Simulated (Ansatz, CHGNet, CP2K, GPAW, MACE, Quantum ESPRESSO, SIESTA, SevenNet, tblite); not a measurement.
**Random packing of C72N28 (at. %) (57 atoms) in CP2K**

Aim: run random packing of C72N28 (at. %) (57 atoms) in CP2K and see how near its forces come to a plane-wave reference, and at what cost.

Method: the method is named at each step, in CP2K 2026.2.

## 1. The structure

The cell holds 57 atoms: 41 C and 16 N. Cell: a = 7.976 Å, b = 7.976 Å, c = 7.976 Å, α = 90.0°, β = 90.0°, γ = 90.0°. 57 atoms (41 C, 16 N) packed at random in a cube at 2.35 g/cm³ and pushed apart as soft spheres; a start for melting by ab initio MD, not an equilibrated structure. Then every atom was moved at random, 0.02 Å r.m.s. a Cartesian component.

The yardstick, on the same geometry:

| Quantity | Value |
| --- | --- |
| method | Kohn-Sham DFT, PBE, SSSP efficiency 1.3.0 pseudopotentials, plane waves (Quantum ESPRESSO 7.5); sssp-pbe-1.3.0-efficiency, cutoffs 60/480 Ry, Γ point |
| r.m.s. force component | 1.973 eV/Å |
| longest force | 7.252 eV/Å |
| pressure | -26.83 GPa |
| time | 80 s on 2 MPI ranks of Arm Neoverse V1, shared host |
| CPU time | 2.7 min |

## 2. PBE, DZVP-MOLOPT-SR, 600/50 Ry, diagonalisation

Method: Kohn-Sham DFT, PBE, GTH-PBE pseudopotentials, Gaussian and plane waves, DZVP-MOLOPT-SR-GTH, diagonalisation.

The input, input.inp:

```
&GLOBAL
  PROJECT cell
  RUN_TYPE ENERGY_FORCE
  PRINT_LEVEL LOW
&END GLOBAL
&FORCE_EVAL
  METHOD QS
  STRESS_TENSOR ANALYTICAL
  &DFT
    BASIS_SET_FILE_NAME BASIS_MOLOPT
    POTENTIAL_FILE_NAME GTH_POTENTIALS
    &MGRID
      CUTOFF 600
      REL_CUTOFF 50
      NGRIDS 5
    &END MGRID
    &QS
      EPS_DEFAULT 1.0E-12
    &END QS
    &SCF
      SCF_GUESS ATOMIC
      EPS_SCF 5.0E-06
      MAX_SCF 200
      ADDED_MOS 26
      &DIAGONALIZATION
        ALGORITHM STANDARD
      &END DIAGONALIZATION
      &SMEAR ON
        METHOD FERMI_DIRAC
        ELECTRONIC_TEMPERATURE [K] 580
      &END SMEAR
      &MIXING
        METHOD BROYDEN_MIXING
        ALPHA 0.15
        NBROYDEN 12
      &END MIXING
      &PRINT
        &RESTART OFF
        &END RESTART
      &END PRINT
    &END SCF
    &XC
      &XC_FUNCTIONAL PBE
      &END XC_FUNCTIONAL
    &END XC
    &PRINT
      &MULLIKEN ON
      &END MULLIKEN
      &HIRSHFELD ON
        SHAPE_FUNCTION DENSITY
      &END HIRSHFELD
      &MO ON
        EIGENVALUES T
        OCCUPATION_NUMBERS T
        MO_INDEX_RANGE 111 134
        &EACH
          QS_SCF 0
        &END EACH
        ADD_LAST NUMERIC
      &END MO
    &END PRINT
  &END DFT
  &SUBSYS
    &CELL
      A 7.97600 0.00000 0.00000
      B 0.00000 7.97600 0.00000
      C 0.00000 0.00000 7.97600
    &END CELL
    &COORD
      C 0.04762 3.86046 6.68078
      C 0.31521 4.44367 4.53866
      C 0.40478 6.13929 6.37322
      C 3.15323 7.38841 2.72093
      C 6.11919 5.20673 7.83602
      C 3.87570 5.01690 5.44705
      C 7.41569 3.40838 3.23810
      C 4.54879 2.05191 1.74938
      C 5.26193 4.01217 6.81868
      C 4.25344 3.44428 4.80291
      C 4.81232 7.42566 6.37777
      C 3.31491 0.18720 6.80106
      C 1.41965 5.94994 3.16902
      C 7.51850 6.70415 4.04479
      C 2.67547 2.74486 7.38506
      C 3.80479 5.81299 6.95667
      C 2.86314 4.65136 3.76220
      C 7.75897 1.06695 5.51772
      C 2.25832 4.92917 6.10587
      C 7.08628 3.53720 0.12379
      C 4.46911 4.11314 3.26298
      C 7.15551 1.34731 3.85695
      C 0.53328 4.37707 1.57574
      C 5.18663 0.95600 2.98940
      C 5.77662 7.25497 0.76259
      C 2.20520 3.26944 5.62292
      C 0.01468 0.85200 7.60679
      C 2.21167 4.54752 1.28493
      C 0.63282 2.78083 0.31713
      C 1.42108 0.85638 6.60381
      C 6.42092 4.57966 4.69930
      C 4.46233 6.25470 1.73231
      C 2.26048 6.68221 5.32893
      C 0.27238 1.00673 2.30171
      C 5.29973 4.57727 1.63755
      C 6.40808 0.07274 5.31616
      C 4.37978 7.11842 4.67473
      C 4.57121 1.92732 5.62787
      C 6.00146 2.44185 4.86010
      C 7.81672 5.23385 0.00040
      C 3.90649 5.03054 0.60737
      N 6.74770 6.05426 1.63237
      N 6.03448 3.11303 2.06235
      N 0.84091 2.46107 6.25861
      N 2.48237 1.28477 1.91249
      N 2.13326 2.92352 1.73103
      N 0.53088 7.12759 1.19217
      N 5.75644 5.51572 3.31243
      N 1.33454 2.69748 3.44348
      N 1.36166 5.84346 0.35238
      N 6.35934 1.70192 7.31694
      N 1.00426 7.87518 3.28755
      N 2.50303 0.34137 0.34584
      N 5.52370 5.95313 6.15739
      N 3.41851 1.54910 3.88383
      N 6.64026 7.78673 2.33314
      N 4.51777 2.02662 0.07593
    &END COORD
    &KIND C
      BASIS_SET DZVP-MOLOPT-SR-GTH-q4
      POTENTIAL GTH-PBE-q4
    &END KIND
    &KIND N
      BASIS_SET DZVP-MOLOPT-SR-GTH-q5
      POTENTIAL GTH-PBE-q5
    &END KIND
  &END SUBSYS
  &PRINT
    &FORCES ON
    &END FORCES
    &STRESS_TENSOR ON
    &END STRESS_TENSOR
  &END PRINT
&END FORCE_EVAL
```

Command:

```bash
$ OMP_NUM_THREADS=2 cp2k.psmp -i input.inp > output.txt
```

Numbers of over 12 decimals in the logs are rounded to 6 here.

The program printed:

```text
CP2K| version string:                                       CP2K version 2026.2
 CP2K| Input file name                                                 input.inp
 GLOBAL| Basis set file name                                        BASIS_MOLOPT
 GLOBAL| Potential file name                                      GTH_POTENTIALS
 GLOBAL| Run type                                                   ENERGY_FORCE
 GLOBAL| Total number of message passing processes                             1
 GLOBAL| Number of threads for this process                                    2
 TOTAL NUMBERS AND MAXIMUM NUMBERS
  Total number of            - Atomic kinds:                                   2
                             - Atoms:                                         57
                             - Shell sets:                                    57
                             - Shells:                                       285
                             - Primitive Cartesian functions:                285
                             - Cartesian basis functions:                    798
                             - Spherical basis functions:                    741
  Maximum angular momentum of- Orbital basis functions:                        2
                             - Local part of the GTH pseudopotential:          2
                             - Non-local part of the GTH pseudopotential:      0
 SCF PARAMETERS         Density guess:                                    ATOMIC
                        max_scf:                                             200
                        eps_scf:                                        5.00E-06
                        added MOs                                        26    0
                        Mixing method:                            BROYDEN_MIXING
                                                charge density mixing in g-space
                        Smear method:                                FERMI_DIRAC
                        Electronic temperature [K]:                        580.0
                        Electronic temperature [a.u.]:                  1.84E-03
                        Accuracy threshold:                             1.00E-10
 Extrapolation method: initial_guess
 Number of electrons:                                                        244
 Number of occupied orbitals:                                                122
 Number of molecular orbitals:                                               148
 Number of orbital functions:                                                741
 Number of independent orbital functions:                                    741
 SCF WAVEFUNCTION OPTIMIZATION
  Step     Update method      Time    Convergence         Total energy    Change
     1 NoMix/Diag. 0.15E+00    4.3     0.80474773      -383.9684773943 -3.84E+02
     2 Broy./Diag. 0.15E+00    5.8     0.81103994      -382.2157264379  1.75E+00
     3 Broy./Diag. 0.15E+00    5.9     0.24469281      -390.9378760995 -8.72E+00
     4 Broy./Diag. 0.15E+00    5.9     0.13744164      -390.2070003927  7.31E-01
[...]
19 Broy./Diag. 0.15E+00    6.1     0.00000635      -384.8799440126  1.47E-04
    20 Broy./Diag. 0.15E+00    6.1     0.00000433      -384.8796887983  2.55E-04
  *** SCF run converged in    20 steps ***
  Electronic density on regular grids:       -244.0000000000        0.0000000000
  Core density on regular grids:              243.9999999998       -0.0000000002
  Total charge density on r-space grids:       -0.0000000001
  Total charge density g-space grids:          -0.0000000001
  Overlap energy of the core charge distribution:               1.03088e-09
  Self energy of the core charge distribution:               -944.345226
  Core Hamiltonian energy:                                    261.693218
  Hartree energy:                                             401.028552
  Exchange-correlation energy:                               -103.246687
  Electronic entropic energy:                                  -0.009545
  Fermi energy:                                                 0.211322
  Total energy:                                              -384.879689
  Total energy (extrapolated to T->0):                       -384.874916
 MO| EIGENVALUES AND OCCUPATION NUMBERS
 MO|
 MO|  Index      Eigenvalue [a.u.]        Eigenvalue [eV]             Occupation
 MO|    111               0.177836               4.839150               2.000000
 MO|    112               0.182695               4.971396               2.000000
 MO|    113               0.182997               4.979599               2.000000
[...]
MO|    133               0.238823               6.498699               0.000001
 MO|    134               0.242190               6.590334               0.000000
 MO| Sum:                                                             244.000000
 MO| E(Fermi):            0.211322 a.u.          5.750351 eV
 !-----------------------------------------------------------------------------!
                     Mulliken Population Analysis
 #  Atom  Element  Kind  Atomic population                           Net charge
       1     C        1          3.923816                              0.076184
       2     C        1          3.984835                              0.015165
       3     C        1          3.866608                              0.133392
[...]
56     N        2          5.192819                             -0.192819
      57     N        2          5.213911                             -0.213911
 # Total charge                            244.000000                  0.000000
 !-----------------------------------------------------------------------------!
 !-----------------------------------------------------------------------------!
                           Hirshfeld Charges
  #Atom  Element  Kind  Ref Charge     Population                    Net charge
      1       C      1       4.000          3.993                         0.007
      2       C      1       4.000          4.003                        -0.003
      3       C      1       4.000          3.932                         0.068
[...]
56       N      2       5.000          5.057                        -0.057
     57       N      2       5.000          5.092                        -0.092
  Total Charge                                                           -0.000
 !-----------------------------------------------------------------------------!
 ENERGY| Total FORCE_EVAL ( QS ) energy [hartree]           -384.879539
 FORCES| Atomic forces [hartree/bohr]
 FORCES|   Atom     x               y               z               |f|
 FORCES|      1 -1.04749220E-02 -4.64697575E-02  4.14161251E-02   6.31225615E-02
 FORCES|      2 -6.72360236E-02  4.98780524E-03 -1.56225266E-03   6.74388739E-02
 FORCES|      3  2.56047807E-02 -1.76135506E-02  1.42665803E-02   3.41961588E-02
[...]
FORCES|     56 -2.89935355E-02  3.43490327E-03 -4.45414498E-02   5.32575291E-02
 FORCES|     57  1.62336360E-03  2.01449247E-02  7.83447352E-02   8.09095225E-02
 FORCES| Sum     7.17721179E-05 -1.46120932E-05 -1.32503436E-04
 FORCES| Total atomic force                                       1.51399837E-04
 STRESS| Analytical stress tensor [bar]
 STRESS|                        x                   y                   z
 STRESS|      x       -3.03731101566E+05   2.56688903645E+04   2.85876987484E+04
 STRESS|      y        2.56688903645E+04  -2.65906782688E+05   7.23997044053E+04
 STRESS|      z        2.85876987484E+04   7.23997044053E+04  -2.60626919408E+05
 STRESS| 1/3 Trace                                            -2.76754934554E+05
```

The job ended after 2.3 min (2 threads of Arm Neoverse V1, shared host; peak memory 1.6 GiB).

Banners, paths, timers and routine set-up lines are dropped from the logs unmarked, and long logs keep their key lines alone; longer cuts are marked.

Against the reference:

| Property | Result |
| --- | --- |
| r.m.s. force component | 2.028 eV/Å |
| r.m.s. difference of force components | 89.62 meV/Å |
| longest difference of force vectors | 280.4 meV/Å |
| force difference over r.m.s. force | 4.543 % |
| slope of forces against the reference's | 1.027 |
| correlation of force components | 0.9994 |
| pressure | -27.68 GPa |
| pressure difference | -0.8415 GPa |

Length of the force difference by element (eV/Å):

| element | atoms | mean | most |
| --- | --- | --- | --- |
| C | 41 | 0.16 | 0.28 |
| N | 16 | 0.10 | 0.20 |

Local excerpt of 12 atoms (numbers count through the whole input) about C37, picked at random; x, y, z are measured from there.

```csv
atom,x,y,z,distance (Å),Hirshfeld charge (e),Fx,Fy,Fz (eV/Å)
C37,0.00,0.00,0.00,0.00,0.02,-0.91,-0.83,2.27
C11,0.43,0.31,1.70,1.78,0.02,0.24,-1.38,-4.03
N54,1.14,-1.17,1.48,2.21,-0.03,-1.54,2.56,2.45
C33,-2.12,-0.44,0.65,2.26,0.03,-0.55,-1.61,0.81
C6,-0.50,-2.10,0.77,2.29,-0.02,-2.44,-1.41,-0.01
C36,2.03,0.93,0.64,2.32,0.00,3.53,0.41,0.03
C4,-1.23,0.27,-1.95,2.32,0.08,1.68,-1.50,0.17
N48,1.38,-1.60,-1.36,2.51,-0.07,-0.73,-3.05,4.10
C12,-1.06,1.04,2.13,2.60,0.06,-0.54,-0.72,3.60
C24,0.81,1.81,-1.69,2.60,0.04,-2.23,1.72,-2.15
C16,-0.57,-1.31,2.28,2.69,0.02,0.37,-2.09,0.02
N55,-0.96,2.41,-0.79,2.71,-0.06,3.61,-1.05,0.41
```

Forces lie 4.5 % from the reference's, at 1.7 times its CPU time.

## 3. PBE, TZV2P-MOLOPT, 600/50 Ry, diagonalisation

Method: Kohn-Sham DFT, PBE, GTH-PBE pseudopotentials, Gaussian and plane waves, TZV2P-MOLOPT-GTH, diagonalisation.

input.inp, as its differences from that of step 2:

```diff
@@ -69,6 +69,31 @@
     &COORD
-[... 57 atom lines left out: the same atoms as in the first run ...]
+      SCALED
+      C 0.00597 0.48401 0.83761
+      C 0.03952 0.55713 0.56904
+      C 0.05075 0.76972 0.79905
+      C 0.39534 0.92633 0.34114
+      C 0.76720 0.65280 0.98245
+      C 0.48592 0.62900 0.68293
+      C 0.92975 0.42733 0.40598
+      C 0.57031 0.25726 0.21933
+      C 0.65972 0.50303 0.85490
+      C 0.53328 0.43183 0.60217
+      C 0.60335 0.93100 0.79962
+      C 0.41561 0.02347 0.85269
+      C 0.17799 0.74598 0.39732
+      C 0.94264 0.84054 0.50712
+      C 0.33544 0.34414 0.92591
+      C 0.47703 0.72881 0.87220
+      C 0.35897 0.58317 0.47169
+      C 0.97279 0.13377 0.69179
+      C 0.28314 0.61800 0.76553
+      C 0.88845 0.44348 0.01552
+[... 33 atom lines left out ...]
+      N 0.69254 0.74638 0.77199
+      N 0.42860 0.19422 0.48694
+      N 0.83253 0.97627 0.29252
+      N 0.56642 0.25409 0.00952
     &END COORD
     &KIND C
-      BASIS_SET DZVP-MOLOPT-SR-GTH-q4
+      BASIS_SET TZV2P-MOLOPT-GTH-q4
       POTENTIAL GTH-PBE-q4
@@ -76,3 +101,3 @@
     &KIND N
-      BASIS_SET DZVP-MOLOPT-SR-GTH-q5
+      BASIS_SET TZV2P-MOLOPT-GTH-q5
       POTENTIAL GTH-PBE-q5
```

Command:

```bash
$ OMP_NUM_THREADS=1 mpirun -np 4 cp2k.psmp -i input.inp > output.txt
```

The program printed:

```text
CP2K| version string:                                       CP2K version 2026.2
 CP2K| Input file name                                                 input.inp
 GLOBAL| Basis set file name                                        BASIS_MOLOPT
 GLOBAL| Potential file name                                      GTH_POTENTIALS
 GLOBAL| Run type                                                   ENERGY_FORCE
 GLOBAL| Total number of message passing processes                             4
 GLOBAL| Number of threads for this process                                    1
[... lines left out ...]
                        Smear method:                                FERMI_DIRAC
[... lines left out ...]
 Number of electrons:                                                        244
[... lines left out ...]
  Step     Update method      Time    Convergence         Total energy    Change
[... lines left out ...]
  *** SCF run converged in    19 steps ***
[... lines left out ...]
  Fermi energy:                                                 0.207097
  Total energy:                                              -385.086948
  Total energy (extrapolated to T->0):                       -385.082228
[... lines left out ...]
 MO| E(Fermi):            0.207097 a.u.          5.635396 eV
[... lines left out ...]
     57       N      2       5.000          5.087                        -0.087
  Total Charge                                                           -0.000
 !-----------------------------------------------------------------------------!
 ENERGY| Total FORCE_EVAL ( QS ) energy [hartree]           -385.087108
 FORCES| Atomic forces [hartree/bohr]
 FORCES|   Atom     x               y               z               |f|
 FORCES|      1 -1.10013918E-02 -4.71603170E-02  4.00478723E-02   6.28407367E-02
 FORCES|      2 -6.19539891E-02  4.37560488E-03 -1.78926696E-03   6.21340822E-02
 FORCES|      3  2.29177897E-02 -1.56837492E-02  1.49378745E-02   3.15332391E-02
[...]
FORCES|     56 -2.70862646E-02  3.10217101E-03 -4.26593633E-02   5.06271713E-02
 FORCES|     57  3.27720841E-03  1.88060181E-02  7.72324085E-02   7.95565920E-02
 FORCES| Sum     8.00853806E-05 -1.08902284E-05 -1.62670478E-04
 FORCES| Total atomic force                                       1.81642367E-04
 STRESS| Analytical stress tensor [bar]
 STRESS|                        x                   y                   z
 STRESS|      x       -2.84045820383E+05   2.53810016355E+04   2.62184747359E+04
 STRESS|      y        2.53810016355E+04  -2.53570482180E+05   6.96081089182E+04
 STRESS|      z        2.62184747359E+04   6.96081089182E+04  -2.43645727067E+05
 STRESS| 1/3 Trace                                            -2.60420676543E+05
```

It took 10 min on 4 MPI ranks; peak memory 2.8 GiB.

Numbers from this run, and their distance from the reference:

- r.m.s. force component: 1.964 eV/Å
- r.m.s. difference of force components: 25.73 meV/Å
- longest difference of force vectors: 83.03 meV/Å
- force difference over r.m.s. force: 1.304 %
- slope of forces against the reference's: 0.9953
- correlation of force components: 0.9999
- pressure: -26.04 GPa
- pressure difference: 0.7919 GPa

Against the first run (4.5 %), the force difference from the reference is 1.3 %, at 9.3 times the CPU time (on 4 against 2 cores), with 1254 basis functions against 741: the larger basis brings the forces nearer.

(Part 1 of 2 ends here.)

[Also dropped from logs without a mark: logging warnings of Python, and SIESTA's first energy breakdown and zero terms.]

[Logs are printed without paths, hosts, clocks, repeated set-up lines and the standing remarks that a program may print on its own settings, such as how far it seeks lower states.]

[Hosts, paths, dates, database ids (printed as entryN), source tags and the programs' standing remarks are cut or masked in the printed files.]
